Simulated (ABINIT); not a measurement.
Records of electronic-structure calculations.

```xyz
2
Lattice="0.000 2.179 2.179 2.179 0.000 2.179 2.179 2.179 0.000" Properties=species:S:1:pos:R:3 pbc="T T T" subject="SiC (F-43m): G0W0 with ABINIT, start to end" method="RPA screening on LDA, plane waves, norm-conserving pseudopotentials (and 2 further levels or steps)" program="ABINIT 10.8.3" settings="cutoff 37 Ha, PseudoDojo scalar-relativistic 0.4.1 standard, norm-conserving, potential set dojo-sr-lda-0.4.1-standard, ngkpt (6, 6, 6), nband 81, ecuteps 9.7 Ha, inclvkb 2, shiftk (0, 0, 0), symchi 1, awtr 1, frequency ppm, 6×6×6 k-mesh" cost="5 runs, 58 s in all on 4 MPI ranks of Arm Neoverse V2, shared host" notes="The cell and positions come from the Crystallography Open Database and are kept as given unless a step says otherwise." lda_gap="1.33 eV, indirect" g0w0_gap_on_the_mesh="2.21 eV" gw_settings="6×6×6 mesh, 81 bands, screening to 264 eV, Godby-Needs plasmon pole" known_limits="short of the basis limit"
Si    0.000    0.000    0.000
C     1.089    1.090    1.089
```

[Long decimals in the printed logs are rounded to 6 places.]

[Logs are printed without paths, hosts, clocks, repeated set-up lines and the standing remarks that a program may print on its own settings, such as how far it seeks lower states.]

[Paths, hosts, dates, memory and timing lines, banners, echoed tables and standing remarks are left out of the program output; an Ansatz launch command may be rebuilt from the run's recorded settings. Measured values are a selection of at most five: reports struck by readers or far from the other reports are left out. None is set beside runs whose start may be inverted or whose files or cutoffs have a known fault.]

[Runs of the session that timed out or met a known fault of the program may be left out.]

[Hosts, paths, dates, database ids (printed as entryN), source tags and the programs' standing remarks are cut or masked in the printed files.]

[G0W0 gaps are taken among the corrected bands and points alone; a level outside them can change the order at an edge.]

[Where Ansatz stands beside ABINIT at settings called matched, ABINIT's density can come from a denser mesh and the files from another edition; pairs whose starting gaps differed by over 0.03 eV were left out, so agreement reads better than it is.]
